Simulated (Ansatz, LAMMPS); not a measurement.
# Elastic response of glassy 40SiO2-28Al2O3-16Li2O-16SrO (mol %) (85 atoms): runs compared

How stiff is glassy 40SiO2-28Al2O3-16Li2O-16SrO (mol %) (85 atoms), and how do its levels respond to strain?

Computed with Ansatz 0.2.0: Kohn-Sham DFT, PBEsol, PAW (set soft_2), plane waves.

## 1. The cell as built

The cell holds 85 atoms: 10 Si, 14 Al, 8 Li, 4 Sr and 49 O. Its edges and angles: a = 9.775 Å, b = 9.775 Å, c = 9.775 Å, α = 90.0°, β = 90.0°, γ = 90.0°. 85 atoms (10 Si, 14 Al, 8 Li, 4 Sr, 49 O) placed at random at 3.29 g/cm³, melted at 4000 K for 10 ps at fixed volume with the Morse and Coulomb pair potential with partial charges (Pedone, Malavasi, Menziani, Cormack and Segre, J. Phys. Chem. B 110, 11780 (2006)). Quenched from 4000 K to 300 K at 6 K/ps and fixed volume, held 5 ps, then minimised at fixed cell.

What the set-up can't give: The quench rate of 6 K/ps is orders of magnitude faster than experiment, which tends to freeze in extra defects. The starting topology of bonds comes from the classical model, and needn't be the one that DFT or experiment would give. The Brillouin zone is sampled at Γ only.

## 2. The reference run

The reference is a single point at the end of the relaxation.

Every strained cell starts from the geometry of this run, and its atoms are relaxed with the cell held.

Its input, with most atom lines left out:

```yaml
crystal:
  lattice:
    - [9.76351, 0.08867, -0.17076]
    - [0.08867, 9.84284, -0.01182]
    - [-0.17076, -0.01182, 9.96922]
  atoms:
    - { symbol: Si, position: [0.04295, 0.88864, 0.40604] }
    - { symbol: Si, position: [0.84659, 0.77306, 0.02109] }
    - { symbol: Si, position: [0.97976, 0.24373, 0.17505] }
    - { symbol: Si, position: [0.51052, 0.13427, 0.34216] }
    - { symbol: Si, position: [0.95595, 0.16533, 0.75904] }
    - { symbol: Si, position: [0.72395, 0.0473, 0.12366] }
    - { symbol: Si, position: [0.59209, 0.60892, 0.60512] }
    [... atom lines 8 to 85 left out ...]
kpoints:
  mp_grid: { grid: [1, 1, 1] }
hamiltonian:
  xc: pbesol
scf:
  occupations: { method: fixed }
output:
  forces: true
  stress: true
  populations: true
  dos:
    method: { smearing: { sigma: 0.1 } }
    de: 0.1
    projected: { site_lists: { Al: [Al], Li: [Li], O: [O], Si: [Si], Sr: [Sr] } }
  eigenvalues: true
  write_density: true
  write_potential: true
  volumetric_format: npy
```

| Item | Value |
| --- | --- |
| free energy per atom | -667.5983 eV/atom |
| r.m.s. force component | 0.00763 eV/Å |
| pressure | -0.01048 GPa |

Filled and empty levels are parted by 3.70 eV (at Γ alone); a semilocal functional tends to put such gaps too low. In a disordered cell it changes from sample to sample, and tail or defect levels can set it.

## 3. The runs

Each row is one run, on 4 threads of Intel Xeon Platinum 8488C (Sapphire Rapids), shared host. The free energy is the program's total, comparable only between runs with the same functional, potentials and atoms.

| run | atoms | outcome | ionic steps, all passes | free energy (eV) | time | host memory (GiB) |
| --- | --- | --- | --- | --- | --- | --- |
| Single point at the start | 85 | converged | - | -56741.420 | 10 s | 1.3 |
| Cell and atoms relaxed | 85 | converged | 34 | -56745.858 | 2.3 min | 1.3 |
| Single point at the relaxed geometry | 85 | converged | - | -56745.858 | 7.8 s | 1.4 |
| Volume -3 % | 85 | converged | 8 | -56745.652 | 39 s | 1.4 |
| Volume +3 % | 85 | converged | 6 | -56745.683 | 31 s | 1.4 |
| Volume -6 % | 85 | converged | 13 | -56745.018 | 64 s | 1.3 |
| Volume +6 % | 85 | converged | 17 | -56745.454 | 90 s | 1.5 |
| Volume -10 % | 85 | converged | 27 | -56743.900 | 2.1 min | 1.3 |
| Stretched by 1 % along x | 85 | converged | 6 | -56745.823 | 30 s | 1.4 |
| Compressed by 1 % along x | 85 | converged | 6 | -56745.817 | 29 s | 1.4 |
| Sheared by 2 % in xy | 85 | converged | 4 | -56745.800 | 20 s | 1.4 |

In some runs the program notes that the SCF threshold is loose for the stress.

## 4. Pressure against volume

Atoms are relaxed at each volume, in the scaled cell.

| volume change (%) | volume (Å³/atom) | energy change (meV/atom) | pressure (GPa) | largest move on relaxing (Å) | bonds | gap (eV) |
| --- | --- | --- | --- | --- | --- | --- |
| -10 | 10.140 | 23.04 | 8.09 | 1.53 | 179 | 4.09 |
| -6 | 10.591 | 9.88 | 4.81 | 0.48 | 172 | 3.90 |
| -3 | 10.929 | 2.42 | 2.32 | 0.26 | 168 | 3.82 |
| +0 | 11.267 | 0.00 | -0.01 | - | 167 | 3.70 |
| +3 | 11.605 | 2.05 | -1.99 | 0.20 | 165 | 3.59 |
| +6 | 11.943 | 4.75 | -2.66 | 1.40 | 161 | 3.45 |

## 5. Uniaxial strain and shear

Stress (GPa, compression positive) less that of the relaxed cell, atoms relaxed:

| strain | xx | yy | zz | xy | energy change (meV/atom) |
| --- | --- | --- | --- | --- | --- |
| stretched by 1 % along x | -1.245 | -0.328 | -0.341 | 0.127 | 0.40 |
| compressed by 1 % along x | 1.348 | 0.381 | 0.465 | -0.113 | 0.48 |
| sheared by 2 % in xy | 0.154 | 0.338 | 0.158 | -0.973 | 0.67 |

## 6. What came out

The bulk modulus, from the slope of pressure against ln V over the three points nearest the relaxed volume, is 72.0 GPa; between neighbouring points the slope runs 75, 79, 77, 67 and 23 GPa from the smallest volume up, without a steady fall, so no pressure derivative is given. The count of bonds runs from 161 to 179 over the series, so at some points contacts cross the cutoffs. At -10 % and +6 % some atom moved by over 0.5 Å on relaxing, so those points may sit in another local minimum. The gap goes from 4.09 eV at the smallest volume to 3.45 eV at the largest, -3.8 eV per unit of ln V by a straight line, on the run's k-points. In the Cartesian axes of the cell, finite differences give C11 = 130, C12 = 35.4, C13 = 40.3 and C66 = 48.6 GPa (the shear of 2 % is the engineering strain, εxy = 0.01). The mean of C11, C12 and C13, which equals the bulk modulus in a cubic or isotropic solid, is 68.5 GPa: it agrees with the bulk modulus within 10 %. For an isotropic solid C66 would equal (C11 − C12)/2 = 47.1 GPa; so small a sample needn't be isotropic, and C66 rests on one shear. With the bulk modulus and C66 as K and G, Young's modulus would be about 119 GPa and Poisson's ratio 0.22.

**Limits.** Strains are finite and relaxations stop at the force tolerance of the input, which can leave moduli too stiff; they are those of a static cell at zero temperature. Volumes are changed with the cell's shape held, so in an anisotropic solid the modulus lies over the one under free hydrostatic load. The program notes that the SCF threshold of the relaxations is loose for the stress.

The DFT runs together took 9.7 min of wall time.

[Logs are printed without paths, hosts, clocks, repeated set-up lines and the standing remarks that a program may print on its own settings, such as how far it seeks lower states.]

[Hosts, paths, dates, database ids (printed as entryN), source tags and the programs' standing remarks are cut or masked in the printed files.]
